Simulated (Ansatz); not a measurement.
# Na on Ag(111): change of the work function

Aim: the work function of Ag(111) at several coverages of Na (fcc site), and the dipole that each adsorbate carries.

Calculated with Ansatz 0.2.0; plane-wave DFT, LDA, Ansatz PAW.

Report form: the programs' logs are mostly left out.

### 1. The starting structure

The cell holds 4 atoms: 4 Ag. Its edges and angles: a = 2.892 Å, b = 2.892 Å, c = 25.084 Å, α = 90.0°, β = 90.0°, γ = 60.0°. Vacuum lies along c.

### 2. The clean slab

The bare slab comes first, as the zero from which every change is counted. The two lowest layers are held at bulk places and the upper ones relax. The dipole correction removes the false field that a one-sided slab makes across the periodic vacuum, so each face gets a flat vacuum level of its own.

File input.yaml:

```yaml
crystal:
  lattice:
    - [2.8920667351, 0.0, 0.0]
    - [1.4460333675, 2.504603262, 0.0]
    - [0.0, 0.0, 25.084087803]
  atoms:
    - { symbol: Ag, position: [0.0, 0.0, 0.3587931947] }
    - { symbol: Ag, position: [0.3333333333, 0.3333333333, 0.4529310649] }
    - { symbol: Ag, position: [0.6666666667, 0.6666666667, 0.5470689351] }
    - { symbol: Ag, position: [0.0, 0.0, 0.6412068053] }
kpoints:
  mp_grid: { grid: [12, 12, 1] }
hamiltonian:
  xc: lda
scf:
  occupations: { method: fermi_dirac, width: 0.1 }
  convergence: { dr2_threshold: 1.0e-08 }
efield:
  axis: 3
  dipole_correction: true
  ramp_position: 0.97
  ramp_width: 0.06
relax:
  f_tol: 0.02
  max_steps: 60
  constraints: [{ sites: [0, 1] }]
output:
  write_potential: true
  write_density: true
  volumetric_format: npy
```

On the command line:

```
$ ansatz run input.yaml --threads 4 --pin off --max-ram 12288MiB --backend cpu --events-out ev --progress --plain --runs-dir out
```

The job ended after 11 s (4 threads of Arm Neoverse V2, shared host; peak memory 0.52 GiB; 38 s of CPU time).

The steps of the relaxation:

```
step  energy less that of the first step (eV)  largest force component (eV/Å)
   1                                   0.0000                          0.3974
   2                                  -0.0543                          0.0912
   3                                  -0.0579                          0.0146
```

Forces are held to the 6 operations that the run works with; a distortion that breaks them can't arise in this run.

The atoms that moved most (Å):

```csv
atom,dx,dy,dz,length
Ag4,0.000,0.000,-0.257,0.257
Ag3,0.000,0.000,-0.133,0.133
```

The relaxed structure:

```cif
data_structure
_symmetry_space_group_name_H-M 'P 1'
_symmetry_Int_Tables_number 1
_cell_length_a 2.8921
_cell_length_b 2.8921
_cell_length_c 25.0841
_cell_angle_alpha 90.000
_cell_angle_beta 90.000
_cell_angle_gamma 60.000
_cell_volume 181.70
loop_
_atom_site_label
_atom_site_type_symbol
_atom_site_fract_x
_atom_site_fract_y
_atom_site_fract_z
_atom_site_occupancy
Ag1 Ag 0.00000 0.00000 0.35879 1
Ag2 Ag 0.33333 0.33333 0.45293 1
Ag3 Ag 0.66667 0.66667 0.54178 1
Ag4 Ag 0.00000 0.00000 0.63096 1
```

Numbers from this step:

```yaml
energy_at_zero_smearing: -29831.4908 eV
work_function_upper_face: 4.821 eV
work_function_lower_face: 4.875 eV
dipole_along_the_normal: 0.002152 e·Å
step_between_the_vacuum_levels: -0.05376 eV
```

Running mean over 2.361 Å of the planar mean; the ramp of the sawtooth is left out. The electron's electrostatic potential energy less the Fermi level by z:

z (Å), electron's electrostatic potential energy less the Fermi level (eV) and a bar from the least value:
```
        4       4.87 ##############################
        5       4.87 ##############################
        6       4.81 ##############################
        7       3.92 ###########################
        8      -1.90 ############
        9      -5.55 ###
       10      -5.73 ##
       11      -5.80 ##
       12      -6.44 
       13      -6.41 
       14      -6.22 #
       15      -6.52 
       16      -5.49 ###
       17      -0.72 ###############
       18       4.24 ############################
       19       4.78 ##############################
       20       4.82 ##############################
       21       4.82 ##############################
       22       4.82 ##############################
```

The relaxation took 3 steps and lowered the energy by 0.058 eV; the largest force on the free atoms ends at 0.015 eV/Å.

The work function of the upper face is 4.82 eV.

### 3. The covered slab, k-mesh 4×4×1, coverage 0.111 ML

System of this step: Na/Ag(111). The cell holds 37 atoms: 36 Ag and 1 Na. Its edges and angles: a = 8.676 Å, b = 8.676 Å, c = 27.633 Å, α = 90.0°, β = 90.0°, γ = 60.0°. Vacuum lies along c.

The clean slab as it ended is repeated in the plane and the adsorbate is set on one face; the cell's size fixes the coverage, and the k-mesh shrinks with it to keep the sampling density about even. Adsorbate and upper layers relax, since the dipole depends on the height.

File input.yaml:

```yaml
crystal:
  lattice:
    - [8.6762002052, 1.0e-10, 0.0]
    - [4.3381001025, 7.5138097861, 0.0]
    - [0.0, 0.0, 27.6332803852]
  atoms:
    - { symbol: Ag, position: [0.0, 0.0, 0.3256942308] }
    - { symbol: Ag, position: [0.1111111111, 0.1111111111, 0.411147806] }
    - { symbol: Ag, position: [0.2222222222, 0.2222222222, 0.4917985501] }
    - { symbol: Ag, position: [0.0, 0.0, 0.5727496969] }
    - { symbol: Ag, position: [0.0, 0.3333333333, 0.3256942308] }
    - { symbol: Ag, position: [0.1111111111, 0.4444444444, 0.411147806] }
    - { symbol: Ag, position: [0.2222222222, 0.5555555556, 0.4917985501] }
    - { symbol: Ag, position: [0.0, 0.3333333333, 0.5727496969] }
    - { symbol: Ag, position: [0.0, 0.6666666667, 0.3256942308] }
    - { symbol: Ag, position: [0.1111111111, 0.7777777778, 0.411147806] }
    - { symbol: Ag, position: [0.2222222222, 0.8888888889, 0.4917985501] }
    - { symbol: Ag, position: [0.0, 0.6666666667, 0.5727496969] }
    - { symbol: Ag, position: [0.3333333333, 0.0, 0.3256942308] }
    - { symbol: Ag, position: [0.4444444444, 0.1111111111, 0.411147806] }
    - { symbol: Ag, position: [0.5555555556, 0.2222222222, 0.4917985501] }
    - { symbol: Ag, position: [0.3333333333, 0.0, 0.5727496969] }
    - { symbol: Ag, position: [0.3333333333, 0.3333333333, 0.3256942308] }
    - { symbol: Ag, position: [0.4444444444, 0.4444444444, 0.411147806] }
    - { symbol: Ag, position: [0.5555555556, 0.5555555556, 0.4917985501] }
    - { symbol: Ag, position: [0.3333333333, 0.3333333333, 0.5727496969] }
    - { symbol: Ag, position: [0.3333333333, 0.6666666667, 0.3256942308] }
    - { symbol: Ag, position: [0.4444444444, 0.7777777778, 0.411147806] }
    - { symbol: Ag, position: [0.5555555556, 0.8888888889, 0.4917985501] }
    - { symbol: Ag, position: [0.3333333333, 0.6666666667, 0.5727496969] }
    - { symbol: Ag, position: [0.6666666667, 0.0, 0.3256942308] }
    - { symbol: Ag, position: [0.7777777778, 0.1111111111, 0.411147806] }
    - { symbol: Ag, position: [0.8888888889, 0.2222222222, 0.4917985501] }
    - { symbol: Ag, position: [0.6666666667, 0.0, 0.5727496969] }
    - { symbol: Ag, position: [0.6666666667, 0.3333333333, 0.3256942308] }
    - { symbol: Ag, position: [0.7777777778, 0.4444444444, 0.411147806] }
    - { symbol: Ag, position: [0.8888888889, 0.5555555556, 0.4917985501] }
    - { symbol: Ag, position: [0.6666666667, 0.3333333333, 0.5727496969] }
    - { symbol: Ag, position: [0.6666666667, 0.6666666667, 0.3256942308] }
    - { symbol: Ag, position: [0.7777777778, 0.7777777778, 0.411147806] }
    - { symbol: Ag, position: [0.8888888889, 0.8888888889, 0.4917985501] }
    - { symbol: Ag, position: [0.6666666667, 0.6666666667, 0.5727496969] }
    - { symbol: Na, position: [0.1111111111, 0.1111111111, 0.6743057692] }
kpoints:
  mp_grid: { grid: [4, 4, 1] }
hamiltonian:
  xc: lda
scf:
  occupations: { method: fermi_dirac, width: 0.1 }
  convergence: { dr2_threshold: 1.0e-08 }
efield:
  axis: 3
  dipole_correction: true
  ramp_position: 0.97
  ramp_width: 0.06
relax:
  f_tol: 0.02
  max_steps: 60
  constraints:
    - { sites: [0, 1, 4, 5, 8, 9, 12, 13, 16, 17, 20, 21, 24, 25, 28, 29, 32, 33] }
output:
  bader: true
  write_potential: true
  write_density: true
  volumetric_format: npy
```

Wall time 12 min (4 threads); peak memory 9.1 GiB.

The steps of the relaxation:

```
step  energy less that of the first step (eV)  largest force component (eV/Å)
   1                                   0.0000                          0.7398
   2                                  -0.0956                          0.5987
   3                                  -0.1891                          0.2086
   4                                  -0.1987                          0.1100
   5                                  -0.2011                          0.0201
   6                                  -0.2012                          0.0007
```

Forces are held to the 6 operations that the run works with; a distortion that breaks them can't arise in this run.

The atoms that moved most (Å):

| atom | dx | dy | dz | length |
| --- | --- | --- | --- | --- |
| Na37 | 0.000 | 0.000 | -0.458 | 0.458 |
| Ag24 | 0.000 | 0.010 | 0.030 | 0.031 |
| Ag20 | -0.009 | -0.005 | 0.030 | 0.031 |
| Ag32 | 0.009 | -0.005 | 0.030 | 0.031 |
| Ag12 | -0.001 | 0.000 | 0.019 | 0.019 |
| Ag36 | 0.001 | 0.000 | 0.019 | 0.019 |
| Ag28 | 0.000 | -0.001 | 0.019 | 0.019 |
| Ag15 | 0.000 | 0.003 | 0.017 | 0.017 |

Final coordinates:

```xyz
37
Lattice="8.6762 0.0000 0.0000 4.3381 7.5138 0.0000 0.0000 0.0000 27.6333" Properties=species:S:1:pos:R:3
Ag    0.0000    0.0000    9.0000
Ag    1.4460    0.8349   11.3614
Ag    2.8958    1.6719   13.5841
Ag   -0.0110   -0.0064   15.8194
Ag    1.4460    2.5046    9.0000
Ag    2.8921    3.3395   11.3614
Ag    4.3404    4.1730   13.6068
Ag    1.4460    2.5173   15.8194
Ag    2.8921    5.0092    9.0000
Ag    4.3381    5.8441   11.3614
Ag    5.7841    6.6746   13.5841
Ag    2.8915    5.0096   15.8457
Ag    2.8921    0.0000    9.0000
Ag    4.3381    0.8349   11.3614
Ag    5.7841    1.6723   13.6068
Ag    2.9031   -0.0064   15.8194
Ag    4.3381    2.5046    9.0000
Ag    5.7841    3.3395   11.3614
Ag    7.2279    4.1730   13.6068
Ag    4.3291    2.4994   15.8566
Ag    5.7841    5.0092    9.0000
Ag    7.2302    5.8441   11.3614
Ag    8.6794    6.6771   13.5920
Ag    5.7841    5.0196   15.8566
Ag    5.7841    0.0000    9.0000
Ag    7.2302    0.8349   11.3614
Ag    8.6725    1.6719   13.5841
Ag    5.7841   -0.0007   15.8457
Ag    7.2302    2.5046    9.0000
Ag    8.6762    3.3395   11.3614
Ag   10.1222    4.1781   13.5920
Ag    7.2392    2.4994   15.8566
Ag    8.6762    5.0092    9.0000
Ag   10.1222    5.8441   11.3614
Ag   11.5650    6.6771   13.5920
Ag    8.6768    5.0096   15.8457
Na    1.4460    0.8349   18.1754
```

Numbers from this step:

```yaml
energy_at_zero_smearing: -269950.8431 eV
work_function_upper_face: 3.010 eV
work_function_lower_face: 4.787 eV
dipole_along_the_normal: 0.6402 e·Å
step_between_the_vacuum_levels: -1.777 eV
```

Running mean over 2.361 Å of the planar mean; the ramp of the sawtooth is left out. Electron's electrostatic potential energy less the Fermi level against z:

z (Å), electron's electrostatic potential energy less the Fermi level (eV) and a bar from the least value:
```
        4       4.79 ##############################
        5       4.78 ##############################
        6       4.72 ##############################
        7       3.83 ###########################
        8      -1.97 ############
        9      -5.61 ##
       10      -5.79 ##
       11      -5.85 ##
       12      -6.46 
       13      -6.43 
       14      -6.22 #
       15      -6.52 
       16      -5.61 ##
       17      -1.53 #############
       18       2.58 ########################
       19       2.68 ########################
       20       2.97 #########################
       21       3.01 #########################
       22       3.01 #########################
       23       3.01 #########################
       24       3.01 #########################
```

The relaxation took 6 steps and lowered the energy by 0.20 eV; the largest force on the free atoms ends at 7.4e-4 eV/Å.

The covered face has 3.01 eV, -1.81 eV against the clean one; the bare back face has moved by -0.09 eV, a measure of how thin the slab is.

### 4. The covered slab, k-mesh 6×6×1, coverage 0.25 ML

System of this step: Na/Ag(111). The cell holds 17 atoms: 16 Ag and 1 Na. Its edges and angles: a = 5.784 Å, b = 5.784 Å, c = 27.633 Å, α = 90.0°, β = 90.0°, γ = 60.0°. Vacuum lies along c.

Another coverage, to see how the dipoles act on each other as their distance changes.

File input.yaml:

```yaml
crystal:
  lattice:
    - [5.7841334702, 1.0e-10, 0.0]
    - [2.892066735, 5.0092065241, 0.0]
    - [0.0, 0.0, 27.6332803852]
  atoms:
    - { symbol: Ag, position: [0.0, 0.0, 0.3256942308] }
    - { symbol: Ag, position: [0.1666666667, 0.1666666667, 0.411147806] }
    - { symbol: Ag, position: [0.3333333333, 0.3333333333, 0.4917985501] }
    - { symbol: Ag, position: [0.0, 0.0, 0.5727496969] }
    - { symbol: Ag, position: [0.0, 0.5, 0.3256942308] }
    - { symbol: Ag, position: [0.1666666667, 0.6666666667, 0.411147806] }
    - { symbol: Ag, position: [0.3333333333, 0.8333333333, 0.4917985501] }
    - { symbol: Ag, position: [0.0, 0.5, 0.5727496969] }
    - { symbol: Ag, position: [0.5, 0.0, 0.3256942308] }
    - { symbol: Ag, position: [0.6666666667, 0.1666666667, 0.411147806] }
    - { symbol: Ag, position: [0.8333333333, 0.3333333333, 0.4917985501] }
    - { symbol: Ag, position: [0.5, 0.0, 0.5727496969] }
    - { symbol: Ag, position: [0.5, 0.5, 0.3256942308] }
    - { symbol: Ag, position: [0.6666666667, 0.6666666667, 0.411147806] }
    - { symbol: Ag, position: [0.8333333333, 0.8333333333, 0.4917985501] }
    - { symbol: Ag, position: [0.5, 0.5, 0.5727496969] }
    - { symbol: Na, position: [0.1666666667, 0.1666666667, 0.6743057692] }
kpoints:
  mp_grid: { grid: [6, 6, 1] }
hamiltonian:
  xc: lda
scf:
  occupations: { method: fermi_dirac, width: 0.1 }
  convergence: { dr2_threshold: 1.0e-08 }
efield:
  axis: 3
  dipole_correction: true
  ramp_position: 0.97
  ramp_width: 0.06
relax:
  f_tol: 0.02
  max_steps: 60
  constraints: [{ sites: [0, 1, 4, 5, 8, 9, 12, 13] }]
output:
  bader: true
  dos: { projected: true, e_range: [-8, 4] }
  write_potential: true
  write_density: true
  volumetric_format: npy
  elf: true
```

The job ended after 2.8 min (4 threads; peak memory 3.3 GiB).

The steps of the relaxation:

```csv
step,energy less that of the first step (eV),largest force component (eV/Å)
1,0.0000,0.6984
2,-0.0897,0.6129
3,-0.1928,0.2858
4,-0.2157,0.0992
5,-0.2177,0.0137
```

The run keeps the 6 symmetry operations that it works with, so distortions that break them were not tested.

The atoms that moved most (Å):

```
atom      dx      dy      dz  length
Na17   0.000   0.000  -0.491   0.491
Ag16   0.000   0.000   0.078   0.078
 Ag4  -0.016  -0.009   0.005   0.019
Ag12   0.016  -0.009   0.005   0.019
 Ag8   0.000   0.018   0.005   0.019
Ag11  -0.007   0.004   0.010   0.013
 Ag3   0.007   0.004   0.010   0.013
 Ag7   0.000  -0.008   0.010   0.013
```

This step gave:

| Property | Result |
| --- | --- |
| energy at zero smearing | -120793.1853 eV |
| work function, upper face | 2.090 eV |
| work function, lower face | 4.767 eV |
| dipole along the normal | 0.4286 e·Å |
| step between the vacuum levels | -2.677 eV |

Running mean over 2.361 Å of the planar mean; the ramp of the sawtooth is left out. Electron's electrostatic potential energy less the Fermi level against z:

| z (Å) | electron's electrostatic potential energy less the Fermi level (eV) |
| --- | --- |
| 4 | 4.77 |
| 5 | 4.76 |
| 6 | 4.70 |
| 7 | 3.81 |
| 8 | -1.99 |
| 9 | -5.63 |
| 10 | -5.81 |
| 11 | -5.87 |
| 12 | -6.47 |
| 13 | -6.44 |
| 14 | -6.21 |
| 15 | -6.51 |
| 16 | -5.72 |
| 17 | -2.37 |
| 18 | 1.04 |
| 19 | 1.05 |
| 20 | 1.89 |
| 21 | 2.05 |
| 22 | 2.08 |
| 23 | 2.09 |
| 24 | 2.09 |

The density of states has structure finer than the step of the table below, so its rows give means over 0.5 eV, whole bins alone (the curve runs from -8 to 1.98 eV). Peaks (eV: height): -5.62: 72.8, -4.81: 76.3, -4.60: 85.2, -4.30: 67.2, -3.43: 74.4, -3.07: 101, -3.01: 82.8.

Table of density of states by energy, zero at the Fermi level; means over each step:

energy (eV), density of states (states/eV a cell) and a bar:
```
     -7.5          1 
     -7.0          1 
     -6.5         13 #######
     -6.0         38 ######################
     -5.5         40 #######################
     -5.0         41 ########################
     -4.5         52 ##############################
     -4.0         46 ##########################
     -3.5         52 ##############################
     -3.0         45 ##########################
     -2.5          4 ##
     -2.0          4 ##
     -1.5          3 #
     -1.0          5 ##
     -0.5          4 ##
      0.0          6 ###
      0.5          5 ##
      1.0          5 ###
      1.5          8 ####
```

Projected DOS per atom over height of the atomic layer and energy from the Fermi level. Layers: Ag4 Ag4 Ag4 Ag4 Na from below.

Values in states/eV, 22 rows by 5 columns, each cell a mean:
```
0.19 0.15 0.16 0.20 0.60
0.11 0.19 0.21 0.13 0.39
0.15 0.18 0.16 0.13 0.64
0.32 0.22 0.19 0.29 0.43
0.23 0.18 0.18 0.19 0.45
0.17 0.23 0.23 0.17 0.26
0.34 0.23 0.23 0.31 0.27
0.23 0.17 0.15 0.21 0.22
0.23 0.27 0.31 0.24 0.14
0.18 0.16 0.16 0.17 0.05
1.52 1.72 1.66 0.99 0.09
3.40 3.21 3.27 2.95 0.05
4.11 2.37 2.62 3.50 0.06
3.83 2.43 2.02 3.64 0.06
3.68 3.33 3.00 3.85 0.03
2.00 2.30 2.51 2.46 0.02
2.65 2.64 1.87 2.56 0.01
1.21 2.92 3.41 2.02 0.01
0.29 1.51 2.00 0.78 0.01
0.04 0.17 0.20 0.07 0.00
0.02 0.11 0.13 0.04 0.00
0.01 0.04 0.05 0.01 0.00
```
Columns: height of the atomic layer (Å) from 9 to 18.1; rows upwards: energy from the Fermi level (eV) from -7.96 to 1.95.

Electrostatic potential energy in the ca plane at fractional y = 0.167, with atoms of Ag and Na within 0.2 Å of it. With pseudopotentials it is smooth inside the atoms' cores, unlike the true potential.

Ten even steps from '0' (-30 eV) to '9' (7 eV), each cell a mean:
```
45899988999744688754689999899999999999999999
45899988999744688754689999999999999999999999
67898644689876899877899999999999999999999999
89986200269988999999999999999999999999999999
99984000058999999999999999999999999999999999
99985000159999999999999999999999999999999999
78997422479888899988899999999999999999999999
56899877899755789865689999999999999999999999
35899999999744688754589999999999999999999999
56899877899755789865789988889999999999999999
88997412479888899988899864578999999999999999
99985000159999999999999710048899999999999999
99984000058999999999998600037899999999999999
89986200269999999999999731168899999999999999
67898644689877899877799887788999999999999999
```
Columns run along c (16.0 Å, from fractional 0.33 to 0.91 of the cell; values clipped at the 3rd and 97th percentile), rows up along a (5.8 Å). Atoms in or near the plane, at fractional coordinates: Ag at (0.41, 0.17), Ag at (0.41, 0.67), Na at (0.66, 0.17).

ELF in the ca plane at fractional y = 0.167, with atoms of Ag and Na within 0.2 Å of it. It is the smooth field of the valence electrons, not physical close to the nuclei.

Values, 8 rows by 16 columns, each cell a mean:
```
0.30 0.17 0.18 0.18 0.31 0.22 0.26 0.28 0.20 0.07 0.08 0.13 0.04 0.01 0.00 0.00
0.21 0.20 0.41 0.22 0.22 0.18 0.19 0.21 0.20 0.17 0.12 0.05 0.01 0.00 0.00 0.00
0.19 0.29 0.72 0.32 0.19 0.16 0.17 0.20 0.18 0.12 0.07 0.03 0.01 0.00 0.00 0.00
0.21 0.21 0.44 0.23 0.21 0.18 0.19 0.21 0.20 0.17 0.11 0.05 0.01 0.00 0.00 0.00
0.30 0.17 0.18 0.18 0.31 0.22 0.26 0.28 0.20 0.08 0.09 0.13 0.04 0.01 0.00 0.00
0.21 0.20 0.41 0.22 0.21 0.18 0.19 0.22 0.15 0.35 0.05 0.16 0.09 0.01 0.00 0.00
0.19 0.29 0.72 0.32 0.19 0.16 0.17 0.23 0.27 0.46 0.15 0.14 0.12 0.02 0.00 0.00
0.20 0.21 0.44 0.23 0.20 0.18 0.19 0.22 0.15 0.38 0.06 0.16 0.09 0.01 0.00 0.00
```
Columns run along c (16.0 Å, from fractional 0.33 to 0.91 of the cell), rows up along a (5.8 Å). Atoms in or near the plane, at fractional coordinates: Ag at (0.41, 0.17), Ag at (0.41, 0.67), Na at (0.66, 0.17).

Valence density in the ca plane at fractional y = 0.167, with atoms of Ag and Na within 0.2 Å of it. It is the smooth field of the valence electrons, not physical close to the nuclei.

Values in e/Å³, 8 rows by 16 columns, each cell a mean:
```
 1  0  0  0  1  1  1  1  0  0  0  0  0  0  0  0
 0  0  3  1  0  0  0  0  0  0  0  0  0  0  0  0
 0  1 14  2  0  0  0  0  0  0  0  0  0  0  0  0
 0  0  4  1  0  0  0  0  0  0  0  0  0  0  0  0
 1  0  0  0  1  1  1  1  0  0  0  0  0  0  0  0
 0  0  3  1  0  0  0  0  0  1  0  0  0  0  0  0
 0  1 14  2  0  0  0  0  1 11  0  0  0  0  0  0
 0  0  4  1  0  0  0  0  0  2  0  0  0  0  0  0
```
Columns run along c (16.0 Å, from fractional 0.33 to 0.91 of the cell), rows up along a (5.8 Å). Atoms in or near the plane, at fractional coordinates: Ag at (0.41, 0.17), Ag at (0.41, 0.67), Na at (0.66, 0.17).

The relaxation took 5 steps and lowered the energy by 0.22 eV; the largest force on the free atoms ends at 0.014 eV/Å.

By hand: a sheet of dipoles makes a step −p/(ε₀A) in the electron's potential. With e/ε₀ = 180.95 V·Å, p = 0.4286 e·Å and A = 28.97 Å², that is −180.95 × (0.4286) / 28.97 = -2.677 eV, and the two vacuum levels of the run differ by -2.677 eV.

The covered face has 2.09 eV, -2.73 eV against the clean one; the bare back face has moved by -0.11 eV, a measure of how thin the slab is.

(Part 1 of 2 ends here.)

[Logs are printed without paths, hosts, clocks, repeated set-up lines and the standing remarks that a program may print on its own settings, such as how far it seeks lower states.]

[Hosts, paths, dates, database ids (printed as entryN), source tags and the programs' standing remarks are cut or masked in the printed files.]

[Maps of the electrostatic potential energy from Ansatz leave out the sawtooth potential of an applied field or a dipole correction, so their vacuum need not be flat; planar profiles and work functions include it.]

[The density of states shown here was stored with 400 of the rows of the run's finer table, so its peaks can read low, often by over a quarter, or be missed, and its means over a window can be off by a tenth or more.]
